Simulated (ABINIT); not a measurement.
# A GW chain in ABINIT: KF (Carobbiite)

Wanted: ground state, empty states, screening and self-energy for KF (Carobbiite).

Main program and level: ABINIT 10.8.3; LDA and many-body steps on it, plane waves.

This is a report of a sequence of runs, with most program output left out.

### Step 1. The structure

It takes space group Fm-3m (No. 225, cubic). The conventional cell has a = 5.344 Å, b = 5.344 Å, c = 5.344 Å, α = 90.00°, β = 90.00°, γ = 90.00°. Nearest to K lie 6 F at 2.67 Å. F has 6 K at 2.67 Å nearest. Farther neighbours and most contacts between anions are not listed.

The cell and positions come from the Crystallography Open Database and are kept as given unless a step says otherwise.

### Step 2. Ground state

This step: ABINIT 10.8.3; DFT, LDA, plane waves, norm-conserving pseudopotentials.

The ground-state density comes first.

The input, run.abi:

```
acell 3*1.0 Angstrom
rprim 
  -0.000000000000 2.671850000000 2.671850000000
  2.671850000000 -0.000000000000 2.671850000000
  2.671850000000 2.671850000000 0.000000000000
ntypat 2
znucl 19 9
natom 2
typat 1 2
xred 
  0.000000000000 0.000000000000 0.000000000000
  0.500000000000 0.500000000000 0.500000000000
pp_dirpath "pseudos"
pseudos "K.upf, F.upf"
ecut 36
ngkpt 6 6 6
nshiftk 1
shiftk 0 0 0
kptopt 1
chksymbreak 0
nband 13
occopt 1
tolvrs 1e-10
nstep 60
prtwf 0
optforces 0
optstress 0
indata_prefix "in"
outdata_prefix "out"
tmpdata_prefix "tmp"
```

Run with:

```sh
$ OMP_NUM_THREADS=1 mpirun -n 4 abinit run.abi > log
```

Elapsed: 10 s, on 4 MPI ranks of Arm Neoverse N1, shared host; peak memory 0.28 GiB; 40 s of CPU time.

Numbers from this step:

| Quantity | Value |
| --- | --- |
| total energy | -1486.1318 eV |
| gap | 5.822 eV |
| k of the valence top | 0, 0, 0 |
| k of the conduction bottom | 0, 0, 0 |
| least direct gap | 5.822 eV |

The gap is direct, at Γ.

### Step 3. Bands along the symmetry lines

Levels along a band path, at the cheap level, show where the edges lie and whether the meshes to come will hold them.

The input, run.abi:

```
acell 3*1.0 Angstrom
rprim 
  -0.000000000000 2.671850000000 2.671850000000
  2.671850000000 -0.000000000000 2.671850000000
  2.671850000000 2.671850000000 0.000000000000
ntypat 2
znucl 19 9
natom 2
typat 1 2
xred 
  0.000000000000 0.000000000000 0.000000000000
  0.500000000000 0.500000000000 0.500000000000
pp_dirpath "pseudos"
pseudos "K.upf, F.upf"
ecut 36
iscf -2
irdden 1
kptopt 0
nkpt 50
kpt 
  0.00000000 0.00000000 0.00000000
  0.06250000 0.00000000 0.06250000
  0.12500000 0.00000000 0.12500000
  0.18750000 0.00000000 0.18750000
  0.25000000 0.00000000 0.25000000
  0.31250000 0.00000000 0.31250000
  0.37500000 0.00000000 0.37500000
  0.43750000 0.00000000 0.43750000
  0.50000000 0.00000000 0.50000000
  0.51562500 0.03125000 0.51562500
  0.53125000 0.06250000 0.53125000
  0.54687500 0.09375000 0.54687500
  0.56250000 0.12500000 0.56250000
  0.57812500 0.15625000 0.57812500
  0.59375000 0.18750000 0.59375000
  0.60937500 0.21875000 0.60937500
  0.62500000 0.25000000 0.62500000
  0.37500000 0.37500000 0.75000000
  0.32812500 0.32812500 0.65625000
  0.28125000 0.28125000 0.56250000
  0.23437500 0.23437500 0.46875000
  0.18750000 0.18750000 0.37500000
  0.14062500 0.14062500 0.28125000
  0.09375000 0.09375000 0.18750000
  0.04687500 0.04687500 0.09375000
  0.00000000 0.00000000 0.00000000
  0.06250000 0.06250000 0.06250000
  0.12500000 0.12500000 0.12500000
  0.18750000 0.18750000 0.18750000
  0.25000000 0.25000000 0.25000000
  0.31250000 0.31250000 0.31250000
  0.37500000 0.37500000 0.37500000
  0.43750000 0.43750000 0.43750000
  0.50000000 0.50000000 0.50000000
  0.50000000 0.46875000 0.53125000
  0.50000000 0.43750000 0.56250000
  0.50000000 0.40625000 0.59375000
  0.50000000 0.37500000 0.62500000
  0.50000000 0.34375000 0.65625000
  0.50000000 0.31250000 0.68750000
  0.50000000 0.28125000 0.71875000
  0.50000000 0.25000000 0.75000000
  0.50000000 0.21875000 0.71875000
  0.50000000 0.18750000 0.68750000
  0.50000000 0.15625000 0.65625000
  0.50000000 0.12500000 0.62500000
  0.50000000 0.09375000 0.59375000
  0.50000000 0.06250000 0.56250000
  0.50000000 0.03125000 0.53125000
  0.50000000 0.00000000 0.50000000
istwfk *1
nband 15
nbdbuf 2
tolwfr 1e-08
nstep 40
prtwf 0
prtvol 0
indata_prefix "in"
outdata_prefix "out"
tmpdata_prefix "tmp"
```

It took 16 s on 4 MPI ranks; peak memory 0.27 GiB; 64 s of CPU time.

This step gave:

```
gap                        : 5.822 eV
k of the valence top       : 0, 0, 0
k of the conduction bottom : 0, 0, 0
least direct gap           : 5.822 eV
```

The gap is 5.822 eV, as in the run before at this level.

The electronic bands at the labelled points (eV, zero at the top of the highest filled band; v1 is the highest filled band, c1 the lowest empty one):

| point | v4 | v3 | v2 | v1 | c1 | c2 | c3 | c4 |
| --- | --- | --- | --- | --- | --- | --- | --- | --- |
| Γ | -9.09 | 0.00 | 0.00 | 0.00 | 5.82 | 10.54 | 10.54 | 10.54 |
| halfway | -9.20 | -0.51 | -0.05 | -0.05 | 7.65 | 8.94 | 12.02 | 12.02 |
| X | -9.32 | -0.21 | -0.05 | -0.05 | 7.94 | 10.14 | 11.40 | 13.51 |
| halfway | -9.30 | -0.21 | -0.14 | -0.10 | 8.16 | 10.38 | 11.06 | 13.51 |
| U | -9.25 | -0.35 | -0.20 | -0.19 | 8.69 | 10.43 | 10.93 | 13.48 |
| jump to K | -9.25 | -0.35 | -0.20 | -0.19 | 8.69 | 10.43 | 10.93 | 13.48 |
| halfway | -9.09 | -0.57 | -0.29 | -0.09 | 7.89 | 9.60 | 11.53 | 11.61 |
| Γ | -9.09 | 0.00 | 0.00 | 0.00 | 5.82 | 10.54 | 10.54 | 10.54 |
| halfway | -9.11 | -0.46 | -0.18 | -0.18 | 7.35 | 9.87 | 11.29 | 11.29 |
| L | -9.13 | -0.84 | -0.36 | -0.36 | 8.80 | 10.24 | 11.96 | 11.96 |
| halfway | -9.16 | -0.60 | -0.29 | -0.26 | 9.13 | 9.80 | 11.55 | 12.61 |
| W | -9.18 | -0.42 | -0.16 | -0.16 | 9.47 | 9.47 | 11.08 | 13.22 |
| halfway | -9.25 | -0.24 | -0.20 | -0.09 | 8.38 | 10.57 | 10.73 | 13.46 |
| X | -9.32 | -0.21 | -0.05 | -0.05 | 7.94 | 10.14 | 11.40 | 13.51 |

### Step 4. Empty states on the mesh, 4×4×4 mesh, 47 bands

The sums over transitions need many empty states on a uniform mesh; this step solves for them.

The input, run.abi:

```
acell 3*1.0 Angstrom
rprim 
  -0.000000000000 2.671850000000 2.671850000000
  2.671850000000 -0.000000000000 2.671850000000
  2.671850000000 2.671850000000 0.000000000000
ntypat 2
znucl 19 9
natom 2
typat 1 2
xred 
  0.000000000000 0.000000000000 0.000000000000
  0.500000000000 0.500000000000 0.500000000000
pp_dirpath "pseudos"
pseudos "K.upf, F.upf"
ecut 36
ngkpt 4 4 4
nshiftk 1
shiftk 0 0 0
kptopt 1
chksymbreak 0
iscf -2
irdden 1
istwfk *1
nband 47
nbdbuf 4
tolwfr 1e-09
nstep 60
prtvol 0
indata_prefix "in"
outdata_prefix "out"
tmpdata_prefix "tmp"
```

Run time: 11 s. Hardware: 4 MPI ranks; peak memory 0.26 GiB.

This step gave:

```yaml
gap: 5.822 eV
k_of_the_valence_top: 0, 0, 0
k_of_the_conduction_bottom: 0, 0, 0
least_direct_gap: 5.822 eV
k_points_computed: 8
lowest_point_of_the_top_converged_band_above_the_valence_top: 50.0072 eV
```

On this mesh the gap is 5.822 eV.

### Step 5. Screening, 4×4×4 mesh, 43 bands, screening to 106.1 eV

The RPA dielectric matrix is built and inverted for each q.

This step: RPA screening on LDA, plane waves, norm-conserving pseudopotentials.

run.abi: that of step 4 with these lines changed.

```diff
@@ -20,10 +20,11 @@
 chksymbreak 0
-iscf -2
-irdden 1
 istwfk *1
-nband 47
-nbdbuf 4
-tolwfr 1e-09
-nstep 60
-prtvol 0
+occopt 1
+irdwfk 1
+optdriver 3
+nband 43
+ecuteps 3.9
+inclvkb 2
+awtr 1
+symchi 1
 indata_prefix "in"
```

It took 10 s on 4 MPI ranks; peak memory 0.45 GiB.

Numbers from this step:

| Property | Result |
| --- | --- |
| ε∞ with local fields, on this mesh, along the program's q direction | 1.948 |
| the same without local fields | 2.150 |
| plasma frequency | 24.05 eV |
| plane waves in the screening matrix | 113 |

Local fields lower ε∞ by 9 %. On a Γ-centred mesh this coarse the value itself is usually too large, while a short band sum pulls it down.

### Step 6. Self-energy, 4×4×4 mesh, 43 bands, screening to 106.1 eV

The self-energy is evaluated for the states that the input lists, and the levels follow from it, in one-shot runs by the linearised quasiparticle equation.

This step: G0W0 on LDA, plane waves, norm-conserving pseudopotentials.

run.abi: that of step 5 with these lines changed.

```diff
@@ -23,8 +23,15 @@
 irdwfk 1
-optdriver 3
+optdriver 4
 nband 43
+gwcalctyp 0
+ecutsigx 36
+symsigma 1
+nkptgw 1
+kptgw 
+  0.0000000000 0.0000000000 0.0000000000
+bdgw 
+  6 12
 ecuteps 3.9
-inclvkb 2
-awtr 1
-symchi 1
+irdscr 1
+ppmodel 1
 indata_prefix "in"
```

It took 4.3 s on 4 MPI ranks; peak memory 0.41 GiB; 17 s of CPU time.

Numbers from this step:

| Item | Value |
| --- | --- |
| G0W0 gap on the points computed | 9.83 eV |
| starting gap on the mesh | 5.822 eV |
| k of the valence top | 0, 0, 0 |
| k of the conduction bottom | 0, 0, 0 |
| Z at the valence top | 0.808 |
| Z at the conduction bottom | 0.896 |
| least direct G0W0 gap on the computed points | 9.83 eV |

The gap on the mesh goes from 5.82 eV to 9.83 eV, a correction of +4.01 eV.

Limits: finite bands, cutoff and mesh; coarse k mesh. v1 is the top filled band, c1 the lowest empty one. Levels before and after the correction, in eV, zero at the valence-band top of each column:

|  | conduction bottom | valence top |
| --- | --- | --- |
| Kohn-Sham | 5.82 | 0.00 |
| G0W0 | 9.83 | 0.00 |

|  | level | energy (eV) |
| --- | --- | --- |
| Kohn-Sham | Γ v3-v1 | 0.000 |
| Kohn-Sham | Γ c1 | 5.822 |
| Kohn-Sham | Γ c2-c4 | 10.544 |
| G0W0 | Γ v3-v1 | 0.000 |
| G0W0 | Γ c1 | 9.830 |
| G0W0 | Γ c2-c4 | 15.856 |

### Step 7. Where the time went

Times are wall times on 4 MPI ranks of Arm Neoverse N1, shared host, good to a factor of about two.

| step | time | share | memory (GiB) |
| --- | --- | --- | --- |
| ground state | 10 s | 20 % | 0.28 |
| bands along the symmetry lines | 16 s | 31 % | 0.27 |
| empty states on the mesh | 11 s | 21 % | 0.26 |
| screening | 10 s | 20 % | 0.45 |
| self-energy | 4.3 s | 8 % | 0.41 |

### Step 8. Outcome

| Quantity | Value |
| --- | --- |
| LDA gap | 5.82 eV, direct |
| G0W0 gap on the mesh | 9.83 eV |
| GW settings | 4×4×4 mesh, 43 bands, screening to 106.1 eV, Godby-Needs plasmon pole |
| known limits | not at the basis limit; coarse k mesh |

**Reading.** G0W0 moves the gap on the mesh from 5.82 eV to 9.83 eV (+4.01 eV), with Z of 0.81 and 0.90 at the edges. Local fields lower the RPA ε∞ on this mesh from 2.15 to 1.95; a Γ-centred mesh this coarse tends to raise both, most where the direct gap is narrow, while a short band sum lowers them. Only 1 of the mesh's irreducible points was corrected, so a valley elsewhere could overtake. Bands and cutoff are finite, so the gap is not at the basis limit. The miss can reach some tenths of an eV and take either sign; the mesh is an error of its own. In the G0W0 run levels were corrected at 1 k point alone, so a gap called «on the mesh» is the least over those, and an edge elsewhere would be missed. The 4×4×4 mesh is coarse for this cell, which bears on the long-range parts of exchange and screening.

[Paths, hosts, dates, memory and timing lines, banners, echoed tables and standing remarks are left out of the program output.]

[Logs are printed without paths, hosts, clocks, repeated set-up lines and the standing remarks that a program may print on its own settings, such as how far it seeks lower states.]

[Runs of the session that timed out or met a known fault of the program may be left out.]

[Hosts, paths, dates, database ids (printed as entryN), source tags and the programs' standing remarks are cut or masked in the printed files.]

[G0W0 gaps are taken among the corrected bands and points alone; a level outside them can change the order at an edge.]

[Where Ansatz stands beside ABINIT at settings called matched, ABINIT's density can come from a denser mesh and the files from another edition; pairs whose starting gaps differed by over 0.03 eV were left out, so agreement reads better than it is.]
